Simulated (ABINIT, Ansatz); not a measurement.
# GaH3 (Pm-3m): zone-centre phonons

Wanted: the vibrations of GaH3 (Pm-3m) at Γ, by two programs.

Main program and level: ABINIT 10.8.3; DFT LDA, scalar-relativistic, plane waves, HGH norm-conserving pseudopotentials.

Report form: the programs' logs are mostly left out.

The structure was built from a prototype and need not be the compound's stable phase.

**1. The structure**

It takes space group Pm-3m (No. 221, cubic). The conventional cell has a = 3.436 Å, b = 3.436 Å, c = 3.436 Å, α = 90.00°, β = 90.00°, γ = 90.00°. Ga has 6 H at 1.72 Å nearest. Nearest to H lie 2 Ga at 1.72 Å. Farther neighbours are not listed.

**2. Relaxation**

The harmonic expansion needs vanishing forces, and a free crystal bears no stress, so cell and atoms are brought to rest. Stress is more sensitive to the basis than forces are: the last 3 Ha under the cutoff are smoothed with ecutsm, and the cutoff is raised above that of the later runs.

The starting cell comes from a relaxation made beforehand in Ansatz (LDA, PseudoDojo NC).

Contents of relax.abi:

```
# relaxation
ionmov 2
optcell 2
dilatmx 1.08
ntime 40
tolmxf 1.0d-05
tolvrs 1.0d-14
prtwf 0
prtden 0
chksymtnons 0

# basis, mesh and filling
ecut 43.0
ecutsm 3.0
ixc 7
ngkpt 10 10 10
nshiftk 1
shiftk 0.0 0.0 0.0
istwfk *1
occopt 7
tsmear 0.01
nband 8
nstep 100
diemac 1000000.0
prtebands 0
prtgsr 0

# cell and atoms
acell 6.493854726 6.493854726 6.493854726
rprim 
    1.0 0.0 0.0
    0.0 1.0 0.0
    0.0 0.0 1.0
ntypat 2
znucl 31 1
natom 4
typat 1 2 2 2
xred 
    0.0 0.0 0.0
    0.5 0.0 0.0
    0.0 0.5 0.0
    0.0 0.0 0.5
pp_dirpath "./pseudo"
pseudos "Ga.hgh, H.hgh"
```

Launch:

```console
$ OMP_NUM_THREADS=1 mpirun -n 2 abinit relax.abi > relax.log
```

Wall time 3.1 min (2 MPI ranks of Arm Neoverse N1, shared host); 6.3 min of CPU time.

Step by step:

```csv
step,energy less that of the first step (eV),largest force (eV/Å),volume (Å³)
1,0.0000,0.0000,40.58
2,-0.0053,0.0000,40.24
3,-0.0179,0.0000,38.48
4,-0.0179,0.0000,38.56
5,-0.0179,0.0000,38.55
```

```csv
"conventional cell, symmetrised",before,after,change
a (Å),3.436,3.378,-1.7 %
b (Å),3.436,3.378,-1.7 %
c (Å),3.436,3.378,-1.7 %
volume (Å³/atom),10.14,9.64,-5.0 %
```

This step gave:

```
volume per atom   : 9.638 Å³
pressure          : -1.03e-5 GPa
gap on the k-mesh : 0 eV
```

The volume changes by -5.0 % from the cell with which this run began.

**3. Self-consistent run for the response**

The response is built on these wavefunctions, so the potential is converged far more tightly than an energy would need. Occupations are smeared.

Contents of gs.abi:

```
# ground state
tolvrs 1.0d-16
prtden 1
prtwf 1

# basis, mesh and filling
ecut 35.0
ixc 7
ngkpt 12 12 12
nshiftk 1
shiftk 0.0 0.0 0.0
istwfk *1
occopt 7
tsmear 0.01
nband 8
nstep 100
diemac 1000000.0
prtebands 0
prtgsr 0

# cell and atoms
acell 6.383928284 6.383928284 6.383928284
rprim 
    1.0 0.0 0.0
    0.0 1.0 0.0
    0.0 0.0 1.0
ntypat 2
znucl 31 1
natom 4
typat 1 2 2 2
xred 
    0.0 0.0 0.0
    0.5 0.0 0.0
    0.0 0.5 0.0
    0.0 0.0 0.5
pp_dirpath "./pseudo"
pseudos "Ga.hgh, H.hgh"
```

Launch:

```console
$ OMP_NUM_THREADS=1 mpirun -n 2 abinit gs.abi > gs.log
```

Wall time 31 s (2 MPI ranks); 61 s of CPU time.

Read from the output:

| Property | Result |
| --- | --- |
| pressure | -0.7160 GPa |

The cell stands at -0.72 GPa: the relaxation ran with a smoothed and higher cutoff and on another k mesh.

**4. Zone-centre response**

At q = 0 one unit cell holds all displacements. The response is solved for single atoms along the cell's directions, and symmetry skips those that follow from others. The crystal is treated as a metal, which screens a static field, so no field response is asked.

Contents of dfpt_gamma.abi:

```

# common to the responses
getwfk_filepath "gso_WFK"
kptopt 2
nqpt 1
qpt 0.0 0.0 0.0
asr 0
chneut 0

# displacements
rfphon 1
rfatpol 1 4
rfdir 1 1 1
tolvrs 1.0d-10
prtwf 0

# basis, mesh and filling
ecut 35.0
ixc 7
ngkpt 12 12 12
nshiftk 1
shiftk 0.0 0.0 0.0
istwfk *1
occopt 7
tsmear 0.01
nband 8
nstep 100
diemac 1000000.0
prtebands 0
prtgsr 0

# cell and atoms
acell 6.383928284 6.383928284 6.383928284
rprim 
    1.0 0.0 0.0
    0.0 1.0 0.0
    0.0 0.0 1.0
ntypat 2
znucl 31 1
natom 4
typat 1 2 2 2
xred 
    0.0 0.0 0.0
    0.5 0.0 0.0
    0.0 0.5 0.0
    0.0 0.0 0.5
pp_dirpath "./pseudo"
pseudos "Ga.hgh, H.hgh"
```

Launch:

```console
$ OMP_NUM_THREADS=1 mpirun -n 2 abinit dfpt_gamma.abi > dfpt_gamma.log
```

Wall time 3.5 min (2 MPI ranks).

Read from the output:

| Item | Value |
| --- | --- |
| largest acoustic frequency at the zone centre before the sum rule | 0.09 cm⁻¹ |
| highest optical zone-centre mode (no LO-TO term) | 1648 cm⁻¹ |
| lowest optical zone-centre mode | 272.3 cm⁻¹ |

The acoustic modes at Γ come out as far as 0.1 cm⁻¹ from zero, where they should vanish, a small numerical error.

**5. Zone-centre analysis**

anaddb reads the merged derivatives and imposes the acoustic sum rule.

Contents of anaddb.abi:

```
ddb_filepath "gamma_DDB"
output_file "anaddb.abo"
outdata_prefix "anaddb"
asr 1
chneut 1
enunit 2
eivec 1
nph1l 1
qph1l 0.0 0.0 0.0 1.0
```

Contents of mrgddb.in:

```
gamma_DDB
merged
2
dfpt_gammao_DDB
gso_DDB
```

Launch:

```console
$ mrgddb < mrgddb.in > mrgddb.log
$ OMP_NUM_THREADS=1 anaddb anaddb.abi > anaddb.log
```

Wall time 0.59 s (1 thread).

No LO-TO term; unit eigenvectors of the mass-weighted matrix, from anaddb's displacements. The modes at Γ (shares of kinetic energy by element, %):

```csv
mode,frequency (cm⁻¹),symmetry,Ga %,H %
1,0.0,acoustic,96,4
2,0.0,acoustic,96,4
3,0.0,acoustic,96,4
4,272.3,T1u,4,96
5,272.3,T1u,4,96
6,272.3,T1u,4,96
7,474.6,T2u,0,100
8,474.6,T2u,0,100
9,474.6,T2u,0,100
10,1648.3,T1u,0,100
11,1648.3,T1u,0,100
12,1648.3,T1u,0,100
```

Displacements in mode 4 (272.3 cm⁻¹), the largest set to 1:
```
Ga1  0.00  0.00 -0.03
H2   0.00  0.00  1.00
H3   0.00  0.00  1.00
H4   0.00  0.00  0.39
```

Displacements in mode 10 (1648.3 cm⁻¹), the largest set to 1:
```
Ga1  0.00  0.00  0.01
H2   0.00  0.00  0.21
H3   0.00  0.00  0.21
H4   0.00  0.00 -1.00
```

The rule moves no optical mode by more than 0.1 cm⁻¹.

**6. Sum rules set otherwise (asr 0)**

Without the rule the raw error of the acoustic modes shows.

Changes to anaddb.abi since step 5:

```diff
@@ -3,4 +3,4 @@
 outdata_prefix "anaddb"
-asr 1
-chneut 1
+asr 0
+chneut 0
 enunit 2
```

mrgddb.in is that of step 5.

Elapsed: 0.54 s, on 1 thread.

Zone-centre frequencies as printed; negative means imaginary. Modes:

```csv
mode,frequency (cm⁻¹)
1,0.09
2,0.09
3,0.09
4,272.3
5,272.3
6,272.3
7,474.6
8,474.6
9,474.6
10,1648
11,1648
12,1648
```

**7. Cross-check with Ansatz**

The same cell goes through another code, with its own cutoff. The potentials differ.

This step: DFT LDA, scalar-relativistic, plane waves, PseudoDojo norm-conserving pseudopotentials (Ansatz 0.2.0).

Contents of input.yaml:

```yaml
crystal:
  lattice:
    - [3.3782293639, 0.0, 0.0]
    - [0.0, 3.3782293639, 0.0]
    - [0.0, 0.0, 3.3782293639]
  atoms:
    - { symbol: Ga, position: [0.0, 0.0, 0.0] }
    - { symbol: H, position: [0.5, 0.0, 0.0] }
    - { symbol: H, position: [0.0, 0.5, 0.0] }
    - { symbol: H, position: [0.0, 0.0, 0.5] }
kpoints:
  mp_grid: { grid: [12, 12, 12] }
hamiltonian:
  xc: lda
  pseudopotentials: { kind: nc, accuracy: standard }
scf:
  occupations: { method: gaussian, width: 0.27211 }
output:
  eigenvalues: true
phonons:
  method: dfpt
```

Launch:

```console
$ ansatz run input.yaml --threads 2 --pin off --max-ram 4096MiB --backend cpu --events-out ev --progress --plain --runs-dir out
```

The job ended after 2.4 min (2 threads; peak memory 1.5 GiB; 4.7 min of CPU time).

This step gave:

* sum-rule residual before enforcement: 5.11e-5 eV/Å²
* highest optical zone-centre mode (no LO-TO term): 1800 cm⁻¹
* lowest optical zone-centre mode: 302.5 cm⁻¹

**8. Side by side: ABINIT HGH and Ansatz, PseudoDojo**

Worked out from the results:

```yaml
root_mean_square_difference: 93.41 cm⁻¹
largest_difference: 152.2 cm⁻¹
```

Optical modes, paired by symmetry label. Frequencies side by side, by row:

```csv
q (reciprocal lattice),mode,ABINIT HGH (cm⁻¹),"Ansatz, PseudoDojo (cm⁻¹)"
0 0 0,4,272.3,302.5
0 0 0,5,272.3,302.5
0 0 0,6,272.3,302.5
0 0 0,7,474.6,428.8
0 0 0,8,474.6,428.8
0 0 0,9,474.6,428.8
0 0 0,10,1648,1800
0 0 0,11,1648,1800
0 0 0,12,1648,1800
```

At the zone centre the largest difference (acoustic modes at Γ apart) is 9 % of the highest mode.

**9. Results**

```
space group after relaxation                                           : Pm-3m
volume per atom                                                        : 9.64 Å³
highest optical zone-centre mode (no LO-TO term)                       : 1648 cm⁻¹
lowest optical zone-centre mode                                        : 272.3 cm⁻¹
imaginary optical modes at the zone centre (no q mesh in this session) : none
largest difference from Ansatz, PseudoDojo                             : 152.2 cm⁻¹
```

At the LDA level the optical modes of GaH3 (Pm-3m) at the zone centre run from 272 to 1648 cm⁻¹. On other potentials, and in a cell that was not relaxed for them, the second run differs strongly on some modes. The base run prints -0.72 GPa, mostly the error of a finite basis; the relaxation, with a smoothed and higher cutoff, had brought the cell to rest. ABINIT HGH and Ansatz, PseudoDojo differ by 93.4 cm⁻¹ in the root mean square and by 152.2 cm⁻¹ at most, 9.2 % of the highest mode compared (acoustic modes at Γ left out); the two use different potentials, and the cell was not relaxed for the second set. These are harmonic frequencies at zero temperature: anharmonic shifts and linewidths and thermal expansion are left out. The HGH files keep few electrons and have no core correction, which is cheap but rough for Ga. In a metal the frequencies hang on the k mesh and the smearing, most of all near Kohn anomalies. The structure is a hypothetical one, built on a prototype.

[Host names and launcher messages were left out of these logs when they were recorded.]

[Logs are printed without paths, hosts, clocks, repeated set-up lines and the standing remarks that a program may print on its own settings, such as how far it seeks lower states.]

[Hosts, paths, dates, database ids (printed as entryN), source tags and the programs' standing remarks are cut or masked in the printed files.]
